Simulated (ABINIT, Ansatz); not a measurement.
**How the form of the self-energy moves the gap of ZnSe (Stilleite)**

Aim: compare treatments of exchange, screening and correlation for the gap of ZnSe (Stilleite).

Program: ABINIT 10.8.3. Level of theory: PBE and many-body steps on it, plane waves. Results are calculated unless marked as measured.

**What was measured.**

- Gap 2.695 ± 0.003 eV: excitonic gap from free-exciton PL, not corrected for exciton binding; photoluminescence; 300 K; bulk crystal (Bridgman-grown crystal, polished and etched) (“Alloy Disordering Effects on the Thermal Conductivity and Energy Gap Temperature Dependence of Cd1−xZnxSe Ternary Crystals Grown by the Bridgman Method”, 2023, pmc:10253836).

This is a report of a sequence of runs, with most program output left out.

## 1. Starting point

It takes space group F-43m (No. 216, cubic). The conventional cell has a = 5.668 Å, b = 5.668 Å, c = 5.668 Å, α = 90.00°, β = 90.00°, γ = 90.00°. Nearest to Zn lie 4 Se at 2.45 Å. Nearest to Se lie 4 Zn at 2.45 Å. Farther neighbours and most contacts between anions are not listed.

The cell and positions come from the Crystallography Open Database and are kept as given unless a step says otherwise.

## 2. Empty states on the mesh, 4×4×4 mesh, 129 bands

This step: ABINIT 10.8.3; DFT, PBE, plane waves, norm-conserving pseudopotentials.

The sums over transitions need many empty states on a uniform mesh; this step solves for them.

File run.abi:

```
acell 3*1.0 Angstrom
rprim 
  -0.000000000000 2.833800000000 2.833800000000
  2.833800000000 -0.000000000000 2.833800000000
  2.833800000000 2.833800000000 0.000000000000
ntypat 2
znucl 30 34
natom 2
typat 1 2
xred 
  0.000000000000 0.000000000000 0.000000000000
  0.250000000000 0.250000000000 0.250000000000
pp_dirpath "pseudos"
pseudos "Zn.upf, Se.upf"
ecut 39
ngkpt 4 4 4
nshiftk 1
shiftk 0 0 0
kptopt 1
chksymbreak 0
irdden 1
istwfk *1
nband 129
prtvol 0
optdriver 6
gwr_task "HDIAGO"
paral_kgb 0
occopt 1
indata_prefix "in"
outdata_prefix "out"
tmpdata_prefix "tmp"
```

Started as:

```sh
$ OMP_NUM_THREADS=1 mpirun -n 4 abinit run.abi > log
```

It took 1.8 min on 4 MPI ranks of Arm Neoverse N1, shared host; peak memory 3 GiB.

This step gave:

- gap: 1.288 eV
- k of the valence top: 0, 0, 0
- k of the conduction bottom: 0, 0, 0
- least direct gap: 1.288 eV
- k points computed: 8
- lowest point of the top converged band, above the valence top: 88.1516 eV

On this mesh the gap is 1.288 eV.

The density comes from a self-consistent run that is not shown.

## 3. Screening, 4×4×4 mesh, 60 bands, screening to 114.3 eV

The RPA dielectric matrix is built and inverted for each q.

This step: RPA screening on PBE, plane waves, norm-conserving pseudopotentials.

Edit run.abi of step 2 so:

```diff
@@ -20,10 +20,11 @@
 chksymbreak 0
-irdden 1
 istwfk *1
-nband 129
-prtvol 0
-optdriver 6
-gwr_task "HDIAGO"
-paral_kgb 0
 occopt 1
+irdwfk 1
+optdriver 3
+nband 60
+ecuteps 4.2
+inclvkb 2
+awtr 1
+symchi 1
 indata_prefix "in"
```

It took 35 s on 4 MPI ranks; peak memory 0.75 GiB; 2.4 min of CPU time.

Numbers from this step:

```
ε∞ with local fields, on this mesh, along the program's q direction : 13.96
the same without local fields                                       : 14.96
plasma frequency                                                    : 33.02 eV
plane waves in the screening matrix                                 : 137
```

Local fields lower ε∞ by 7 %. On a Γ-centred mesh this coarse the value itself is usually too large, while a short band sum pulls it down.

## 4. G0W0, Godby-Needs plasmon pole

The self-energy is evaluated for the states that the input lists, and the levels follow from it, in one-shot runs by the linearised quasiparticle equation.

This step: G0W0 on PBE, plane waves, norm-conserving pseudopotentials.

Edit run.abi of step 3 so:

```diff
@@ -23,8 +23,15 @@
 irdwfk 1
-optdriver 3
+optdriver 4
 nband 60
+gwcalctyp 0
+ecutsigx 39
+symsigma 1
+nkptgw 1
+kptgw 
+  0.0000000000 0.0000000000 0.0000000000
+bdgw 
+  16 22
 ecuteps 4.2
-inclvkb 2
-awtr 1
-symchi 1
+irdscr 1
+ppmodel 1
 indata_prefix "in"
```

Run time: 6.3 s. Hardware: 4 MPI ranks; peak memory 0.59 GiB; 25 s of CPU time.

Numbers from this step:

```
G0W0 gap on the points computed              : 2.572 eV
starting gap on the mesh                     : 1.288 eV
k of the valence top                         : 0, 0, 0
k of the conduction bottom                   : 0, 0, 0
Z at the valence top                         : 0.797
Z at the conduction bottom                   : 0.815
least direct G0W0 gap on the computed points : 2.572 eV
```

The gap on the mesh goes from 1.29 eV to 2.57 eV, a correction of +1.28 eV.

## 5. G0W0, Hybertsen-Louie plasmon pole

Edit run.abi of step 4 so:

```diff
@@ -35,3 +35,3 @@
 irdscr 1
-ppmodel 1
+ppmodel 2
 indata_prefix "in"
```

The job ended after 6.3 s (4 MPI ranks; peak memory 0.59 GiB; 25 s of CPU time).

This step gave:

* G0W0 gap on the points computed: 2.518 eV
* starting gap on the mesh: 1.288 eV
* k of the valence top: 0, 0, 0
* k of the conduction bottom: 0, 0, 0
* Z at the valence top: 0.875
* Z at the conduction bottom: 0.882
* least direct G0W0 gap on the computed points: 2.518 eV

Against G0W0 in ABINIT (4×4×4 mesh, 60 bands, screening to 114.3 eV, Godby-Needs plasmon pole), the gap moves by −0.054 eV.

## 6. G0W0, von der Linden-Horsch plasmon pole

Edit run.abi of step 5 so:

```diff
@@ -35,3 +35,3 @@
 irdscr 1
-ppmodel 2
+ppmodel 3
 indata_prefix "in"
```

Elapsed: 5.6 s, on 4 MPI ranks; peak memory 0.22 GiB; 22 s of CPU time.

Numbers from this step:

```yaml
g0w0_gap_on_the_points_computed: 2.508 eV
starting_gap_on_the_mesh: 1.288 eV
k_of_the_valence_top: 0, 0, 0
k_of_the_conduction_bottom: 0, 0, 0
least_direct_g0w0_gap_on_the_computed_points: 2.508 eV
```

Against G0W0 in ABINIT (4×4×4 mesh, 60 bands, screening to 114.3 eV, Godby-Needs plasmon pole), the gap moves by −0.064 eV.

## 7. One-shot COHSEX

This step: one-shot COHSEX on PBE, plane waves, norm-conserving pseudopotentials.

Edit run.abi of step 6 so:

```diff
@@ -25,3 +25,3 @@
 nband 60
-gwcalctyp 0
+gwcalctyp 7
 ecutsigx 39
@@ -35,3 +35,2 @@
 irdscr 1
-ppmodel 3
 indata_prefix "in"
```

It took 4.8 s on 4 MPI ranks; peak memory 0.22 GiB; 19 s of CPU time.

This step gave:

| Property | Result |
| --- | --- |
| quasiparticle gap on the points computed | 2.844 eV |
| starting gap on the mesh | 1.288 eV |
| k of the valence top | 0, 0, 0 |
| k of the conduction bottom | 0, 0, 0 |
| least direct quasiparticle gap on the computed points | 2.844 eV |

Against G0W0 in ABINIT (4×4×4 mesh, 60 bands, screening to 114.3 eV, Godby-Needs plasmon pole), the gap moves by +0.272 eV.

## 8. One-shot Hartree-Fock

This step: one-shot Hartree-Fock on PBE, plane waves, norm-conserving pseudopotentials.

Edit run.abi of step 7 so:

```diff
@@ -24,4 +24,4 @@
 optdriver 4
-nband 60
-gwcalctyp 7
+nband 22
+gwcalctyp 5
 ecutsigx 39
@@ -33,4 +33,4 @@
   16 22
-ecuteps 4.2
-irdscr 1
+ixc_sigma 40
+fftgw 31
 indata_prefix "in"
```

Wall time 4.5 s (4 MPI ranks); peak memory 0.22 GiB.

This step gave:

| Quantity | Value |
| --- | --- |
| quasiparticle gap on the points computed | 8.895 eV |
| starting gap on the mesh | 1.288 eV |
| k of the valence top | 0, 0, 0 |
| k of the conduction bottom | 0, 0, 0 |
| least direct quasiparticle gap on the computed points | 8.895 eV |

Against G0W0 in ABINIT (4×4×4 mesh, 60 bands, screening to 114.3 eV, Godby-Needs plasmon pole), the gap moves by +6.323 eV.

## 9. The runs together

Times are wall times on 4 MPI ranks of Arm Neoverse N1, shared host, good to a factor of about two. A run's time includes the screening step that it read.

```tsv
run	mesh	bands	screening cutoff (eV)	DFT gap (eV)	gap on the mesh (eV)	direct (eV)	ε∞ used	time
G0W0, Godby-Needs plasmon pole	4×4×4	60	114.3	1.288	2.572	2.572	13.96	42 s
G0W0, Hybertsen-Louie plasmon pole	4×4×4	60	114.3	1.288	2.518	2.518	13.96	42 s
G0W0, von der Linden-Horsch plasmon pole	4×4×4	60	114.3	1.288	2.508	2.508	13.96	41 s
one-shot COHSEX	4×4×4	60	114.3	1.288	2.844	2.844	13.96	40 s
one-shot Hartree-Fock	4×4×4	-	-	1.288	8.895	8.895	-	4.5 s
```

## 10. What came out

```yaml
g0w0_godby_needs_plasmon_pole: 2.572 eV
g0w0_hybertsen_louie_plasmon_pole: 2.518 eV
g0w0_von_der_linden_horsch_plasmon_pole: 2.508 eV
one_shot_cohsex: 2.844 eV
one_shot_hartree_fock: 8.895 eV
known_limits: not at the basis limit; exchange with frozen shells missing; no spin-orbit coupling; coarse k mesh
```

What this shows: G0W0, Hybertsen-Louie plasmon pole: −0.054 eV against G0W0, Godby-Needs plasmon pole. G0W0, von der Linden-Horsch plasmon pole: −0.064 eV against G0W0, Godby-Needs plasmon pole. One-shot COHSEX: +0.272 eV against G0W0, Godby-Needs plasmon pole. One-shot Hartree-Fock: +6.323 eV against G0W0, Godby-Needs plasmon pole. Bare exchange alone opens the gap to 8.89 eV; against G0W0, correlation takes back 6.32 eV. Static COHSEX lies above G0W0: it lacks the factor Z and overstates the Coulomb hole of the filled states. Against experiment, by G0W0, Godby-Needs plasmon pole: the direct gap of 2.57 eV lies −0.12 eV from the measured 2.695 ± 0.003 eV (exciton, 300 K, 2023). An exciton line or allowed optical edge lies below the quasiparticle gap by the binding energy; a forbidden edge can push the onset above it. These are gaps on the mesh, at modest bands and cutoff. The calculation has static nuclei and no excitons; a measured gap holds zero-point and thermal motion, which mostly lowers it. Bands and cutoff are finite, so the gap is not at the basis limit. The miss can reach some tenths of an eV and take either sign; the mesh is an error of its own. In the G0W0 runs levels were corrected at 1 k point alone, so a gap called «on the mesh» is the least over those, and an edge elsewhere would be missed. The 4×4×4 mesh is coarse for this cell, which bears on the long-range parts of exchange and screening. The norm-conserving file of at least one element keeps a d shell over frozen s and p shells of the same row. Exchange with those shells is missing from the self-energy, an error of 0.3 to 0.9 eV in cases checked, whose sign depends on which edge lies on those atoms. The many-body steps are scalar-relativistic: spin-orbit coupling is not in them.

[Paths, hosts, dates, memory and timing lines, banners, echoed tables and standing remarks are left out of the program output.]

[Logs are printed without paths, hosts, clocks, repeated set-up lines and the standing remarks that a program may print on its own settings, such as how far it seeks lower states.]

[Runs of the session that timed out or met a known fault of the program may be left out.]

[Hosts, paths, dates, database ids (printed as entryN), source tags and the programs' standing remarks are cut or masked in the printed files.]

[G0W0 gaps are taken among the corrected bands and points alone; a level outside them can change the order at an edge.]

[Where Ansatz stands beside ABINIT at settings called matched, ABINIT's density can come from a denser mesh and the files from another edition; pairs whose starting gaps differed by over 0.03 eV were left out, so agreement reads better than it is.]
